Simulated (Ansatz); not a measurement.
# Bi2S3 (Bismuthinite): converging the G0W0 gap, part 2 of 2

Aim: see how the G0W0 gap of Bi2S3 (Bismuthinite) on PBE moves with empty bands and screening cutoff, and what each rung costs.

Ansatz 0.2.0; G0W0 on PBE, plane waves, PAW. Known limits of the many-body steps: not at the basis limit; no spin-orbit coupling; coarse k mesh.

So far. Step 4 (1513 empty bands, screening to 120 eV): Against the run with 2×4×2 mesh, 703 empty bands, screening to 72 eV, the gap moves by +0.04 eV.

The database entry behind the starting cell differs from later determinations by our own check (about 0.4 % long), so it need not match the best structure at ambient conditions.

## Step 5: Changing the frequency model: 2×4×2 mesh, 703 empty bands, screening to 72 eV, plasmon pole

A plasmon pole stands in for the full frequency dependence of the screening; this run shows what that costs in accuracy. Bands and cutoff differ from the step before, so it is read against an earlier run that matches them.

input.yaml reads:

```yaml
crystal:
  lattice:
    - [11.345, 0.0, 0.0]
    - [0.0, 3.994, 0.0]
    - [0.0, 0.0, 11.193]
  atoms:
    - { symbol: Bi, position: [0.4835, 0.25, 0.3257] }
    - { symbol: Bi, position: [0.0165, 0.75, 0.8257] }
    - { symbol: Bi, position: [0.9835, 0.25, 0.1743] }
    - { symbol: Bi, position: [0.5165, 0.75, 0.6743] }
    - { symbol: Bi, position: [0.3407, 0.75, 0.0339] }
    - { symbol: Bi, position: [0.1593, 0.25, 0.5339] }
    - { symbol: Bi, position: [0.8407, 0.75, 0.4661] }
    - { symbol: Bi, position: [0.6593, 0.25, 0.9661] }
    - { symbol: S, position: [0.2835, 0.25, 0.1943] }
    - { symbol: S, position: [0.2165, 0.75, 0.6943] }
    - { symbol: S, position: [0.7835, 0.25, 0.3057] }
    - { symbol: S, position: [0.7165, 0.75, 0.8057] }
    - { symbol: S, position: [0.5495, 0.75, 0.1286] }
    - { symbol: S, position: [0.9505, 0.25, 0.6286] }
    - { symbol: S, position: [0.0495, 0.75, 0.3714] }
    - { symbol: S, position: [0.4505, 0.25, 0.8714] }
    - { symbol: S, position: [0.3767, 0.75, 0.4414] }
    - { symbol: S, position: [0.1233, 0.25, 0.9414] }
    - { symbol: S, position: [0.8767, 0.75, 0.0586] }
    - { symbol: S, position: [0.6233, 0.25, 0.5586] }
kpoints:
  mp_grid: { grid: [2, 4, 2] }
hamiltonian:
  xc: pbe
scf:
  occupations: { method: fixed }
gw:
  n_empty_bands: 703
  ecut_chi: 72
  qp_bands: [v2, c2]
  qp_kpoints: band_edges
  screening: { model: godby_needs }
```

Launch:

```console
$ ansatz run input.yaml --threads 32 --pin off --max-ram 129024MiB --backend cuda --events-out ev --progress --plain --runs-dir out --devices 1 --max-vram 157GiB  # rebuilt from the run's record
```

Numbers of over 12 decimals in the logs are rounded to 6 here.

Output:

```text
GPUs: using 1 of 1 available (devices: 1).
[...]
GPU FFT provider: cuFFT
GPU libraries: cuBLAS 13.8.1, cuFFT 12.4.0, cuSOLVER 12.3.2
[...]
Crystal: 20 atoms, lattice volume = 507.176 Å³
Basis set: ecut = 420 eV, 9929 PW (Γ)
Bands: 116, of which v1, the nominal top of the filled ones, is band 96 counted from 1 (95 counted from 0)
Symmetry: 8 space group operations
[...]
k-points: 12 of 16
[...]
1    98      9.1509    -9.7394    -3.0837   -13.0422  0.8001     9.3702     9.3699  root
[...]
11    95      6.9712   -17.4169     2.1819   -15.0780  0.7657     6.8141     6.8143  root
    11    96      6.9712   -17.4169     2.1819   -15.0780  0.7657     6.8141     6.8143  root
    11    97      9.8501    -9.6453    -3.2563   -13.1876  0.7958    10.1365    10.1361  root
    11    98      9.8501    -9.6453    -3.2563   -13.1876  0.7958    10.1365    10.1361  root
[key lines of the parts left out:]
SCF converged after 8 iterations
Free energy (F): -110004.241564 eV
Fermi energy:    7.561374 eV
```

Wall time 27 s (1 × NVIDIA GB200 with 32 threads of Arm Neoverse V2, shared host); peak memory 4.2 GiB; 2.8 min of CPU time.

This step gave:

* bands summed: 799
* plasmon-pole fit frequency: 22.85 eV
* RPA ε∞ on this mesh (eigenvalues): 10.13, 13.37, 13.51
* plane waves in the screening matrix: 717
* G0W0 gap on the mesh: 1.700 eV
* k of the valence top: -0.5, 0, 0
* k of the conduction bottom: 0, 0, 0
* starting gap on the mesh: 1.424 eV
* least direct G0W0 gap on the computed points: 1.755 eV

Against the run with 2×4×2 mesh, 703 empty bands, screening to 72 eV, the gap moves by −0.02 eV.

## Step 6: Changing the files: 2×4×2 mesh, 703 empty bands, screening to 72 eV, hard PAW files

Other atomic data (hard PAW) test the pseudisation: the cutoff goes from 420 to 510 eV and the valence electrons from 192 to 256, which opens shells that were frozen.

Edit input.yaml of step 5 so:

```diff
@@ -30,2 +30,3 @@
   xc: pbe
+  pseudopotentials: { kind: paw, source: ansatz }
 scf:
@@ -37,2 +38,2 @@
   qp_kpoints: band_edges
-  screening: { model: godby_needs }
+  screening: { model: contour_deformation }
```

Output:

```text
GPUs: using 1 of 1 available (devices: 1).
[...]
GPU FFT provider: cuFFT
GPU libraries: cuBLAS 13.8.1, cuFFT 12.4.0, cuSOLVER 12.3.2
[...]
Crystal: 20 atoms, lattice volume = 507.176 Å³
Basis set: ecut = 510 eV, 13299 PW (Γ)
Bands: 154, of which v1, the nominal top of the filled ones, is band 128 counted from 1 (127 counted from 0)
Symmetry: 8 space group operations
[...]
k-points: 12 of 16
[...]
1   130      9.9439    -9.7314    -3.0734   -13.0339  0.7779    10.1737    10.1731  root
[...]
11   127      7.7612   -17.4154     2.1900   -15.0740  0.7311     7.6095     7.6099  root
    11   128      7.7612   -17.4154     2.1900   -15.0740  0.7311     7.6095     7.6099  root
    11   129     10.6427    -9.6378    -3.2641   -13.1792  0.7725    10.9211    10.9200  root
    11   130     10.6427    -9.6378    -3.2641   -13.1792  0.7725    10.9211    10.9200  root
[key lines of the parts left out:]
SCF converged after 10 iterations
Free energy (F): -139419.065629 eV
Fermi energy:    8.350873 eV
```

Wall time 39 s (1 × NVIDIA GB200 with 32 threads); peak memory 5.4 GiB; 2 min of CPU time.

Numbers from this step:

- bands summed: 831
- RPA ε∞ on this mesh (eigenvalues): 10.11, 13.35, 13.48
- plane waves in the screening matrix: 717
- G0W0 gap on the mesh: 1.720 eV
- k of the valence top: -0.5, 0, 0
- k of the conduction bottom: 0, 0, 0
- starting gap on the mesh: 1.428 eV
- least direct G0W0 gap on the computed points: 1.779 eV

Against the run with 2×4×2 mesh, 703 empty bands, screening to 72 eV, the gap moves by −0.003 eV.

## Step 7: Convergence and cost

Times are wall times on 1 × NVIDIA GB200 with 32 threads of Arm Neoverse V2, shared host, good to a factor of about two.

| mesh | files | frequency | bands summed | cutoff (eV) | start (eV) | G0W0 (eV) | time | host memory (GiB) |
| --- | --- | --- | --- | --- | --- | --- | --- | --- |
| 2×4×2 | default PAW | contour deformation | 344 | 36 | 1.424 | 1.672 | 14 s | 2.4 |
| 2×4×2 | default PAW | contour deformation | 799 | 72 | 1.424 | 1.723 | 27 s | 4.3 |
| 2×4×2 | default PAW | contour deformation | 1609 | 120 | 1.424 | 1.766 | 74 s | 9.0 |
| 2×4×2 | default PAW | plasmon pole | 799 | 72 | 1.424 | 1.700 | 27 s | 4.2 |
| 2×4×2 | hard PAW | contour deformation | 831 | 72 | 1.428 | 1.720 | 39 s | 5.4 |

How the two edges are built up, in eV (the quasiparticle level is the starting level plus Σx plus Σc less Vxc):

| run | edge | start | Σx | Σc | Vxc | Z | QP |
| --- | --- | --- | --- | --- | --- | --- | --- |
| 344 bands | valence top | 7.56 | -17.44 | 2.38 | -15.33 | 0.74 | 7.83 |
| 344 bands | conduction bottom | 8.99 | -9.67 | -2.60 | -12.79 | 0.79 | 9.50 |
| 799 bands | valence top | 7.56 | -17.44 | 2.01 | -15.33 | 0.73 | 7.45 |
| 799 bands | conduction bottom | 8.99 | -9.67 | -2.93 | -12.79 | 0.78 | 9.17 |
| 1609 bands | valence top | 7.56 | -17.44 | 1.75 | -15.33 | 0.73 | 7.20 |
| 1609 bands | conduction bottom | 8.99 | -9.67 | -3.14 | -12.79 | 0.78 | 8.96 |

## Step 8: Outcome

```
344 bands, 36 eV                    : 1.672 eV
799 bands, 72 eV                    : 1.723 eV
1609 bands, 120 eV                  : 1.766 eV
estimated limit in bands and cutoff : 1.81 eV
mesh and start                      : 2×4×2, PBE
```

What this shows: A line in one over the bands through the two highest rungs gives 1.81 eV, +0.04 eV from the top rung; the pair below gives 1.76 eV, so the estimate is still climbing. The rungs stand 0.14 eV (344 bands), 0.09 eV (799 bands) and 0.04 eV (1609 bands) from it. From 344 to 1609 bands the gap moves by +0.09 eV while the time grows 5.2-fold. Σc changes by −0.63 eV at the valence top and −0.54 eV at the conduction bottom, so the levels themselves move more than the gap between them. The plasmon-pole model gives −0.02 eV against contour deformation, 7 % of the correction, and saved no time in this program. Hard PAW files move the gap by −0.003 eV at equal bands and cutoff, +0.004 eV of it in the start. The cheapest rung within 0.1 eV of this estimate is that with 799 bands (27 s). The 2×4×2 mesh misses a band edge: over a band path and its finer mesh (run apart) the PBE gap is 1.39 eV, so the G0W0 gap over the zone may lie about 0.03 eV below its value on the mesh. The 2×4×2 mesh is coarse for this cell (its supercell is 16 Å along the shortest edge). The RPA ε∞ on it, from the PBE start, is 10.10, 13.30 and 13.44; such meshes misread the long-range screening, most where the gap is narrow. Where an edge is built on 6p states of lead, bismuth or thallium, scalar-relativistic gaps usually stand too wide, by a few tenths to over one eV. The many-body steps are scalar-relativistic: spin-orbit coupling is not in them.

[Paths, hosts, dates, memory and timing lines, banners, echoed tables and standing remarks are left out of the program output.]

[Logs are printed without paths, hosts, clocks, repeated set-up lines and the standing remarks that a program may print on its own settings, such as how far it seeks lower states.]

[Runs of the session that timed out or met a known fault of the program may be left out.]

[Cells called generated may have been cut or substituted from an entry of the Crystallography Open Database or the Materials Project.]

[Hosts, paths, dates, database ids (printed as entryN), source tags and the programs' standing remarks are cut or masked in the printed files.]
